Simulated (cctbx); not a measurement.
**Symmetry from intensities**

Cell: a = 10.0820 Å, b = 10.0820 Å, c = 6.3810 Å, α = 90.00°, β = 90.00°, γ = 120.00°. Expected content of the cell: W6 Y14.

Simulated single-crystal data (cctbx): Cu Kα, λ = 1.54184 Å, to d = 0.83 Å, 95 % of the full sphere, strongest reflection 40000 counts, noise from counting, a 4 % proportional error and a noise floor of 15 counts (s.d.); no absorption, some extinction.

Tests on the unmerged data give:

```text
3924 reflections to d = 0.831 A
centring   violations  <I/sigma> of those
    A       1755 of  1965     17.2
    B       1759 of  1972     17.2
    C       1870 of  1991     17.7
    I       1758 of  1968     17.3
    R       2361 of  2595     17.0
    F       2692 of  2964     17.4
Laue class    unique    Rint  (classes that these axes allow; Friedel mates merged)
P -1             2061   0.029
P 1 1 2/m        1133   0.033
P -3              693   0.036
P -3 1 m          388   0.038
P -3 m 1          412   0.037
P 6/m             383   0.038
P 6/m m m         245   0.038
space group    extra absences  I>4sigma  <I/sigma>
P 6 2 2                 0          0         -  acentric
P 63 2 2                8          0      -0.5  acentric
P 6 m m                 0          0         -  acentric
P 63 m c              204          0      -0.1  acentric
P -6 m 2                0          0         -  acentric
P -6 2 m                0          0         -  acentric
P -6 2 c              204          0      -0.1  acentric
P 6/m m m               0          0         -  centric
P 63/m m c            204          0      -0.1  centric
Wilson B = 0.16 A^2   <|E^2-1|> = 0.732 (0.968 centric, 0.736 acentric)   E^2>4: 0.9 %
shell (A)         n   <I/sigma>
 8.73 - 1.66     40     53.9
 1.66 - 1.32     33     60.0
 1.32 - 1.15     32     61.9
 1.15 - 1.05     29     62.1
 1.05 - 0.97     28     55.4
 0.97 - 0.91     24     67.3
 0.91 - 0.87     33     58.4
 0.87 - 0.83     26     59.8
```

Q: Read the symmetry from these tables.

Every centring test has many violations, so the lattice is primitive.

Rint stays low (0.029 to 0.038) up to P 6/m m m, the highest class in these axes.

9 settings pass the absence test. The most absences obeyed, 204, belong to P 63 m c, P -6 2 c and P 63/m m c, which absences can't tell apart.

⟨|E²−1|⟩ = 0.732 leans to a non-centrosymmetric structure. The Wilson B of 0.16 Å² means U ≈ 0.0020 Å².

The true group is P6_3mc (no. 186), Laue class 6/mmm, non-centrosymmetric. The tables only narrow the choice to the tied entries; cell content, site symmetry and trial solutions must settle it.

The model is made up (kin elements in a known structure type, no relaxation), so it says nothing on whether the phase exists.

[Logs are printed without paths, hosts, clocks, repeated set-up lines and the standing remarks that a program may print on its own settings, such as how far it seeks lower states.]
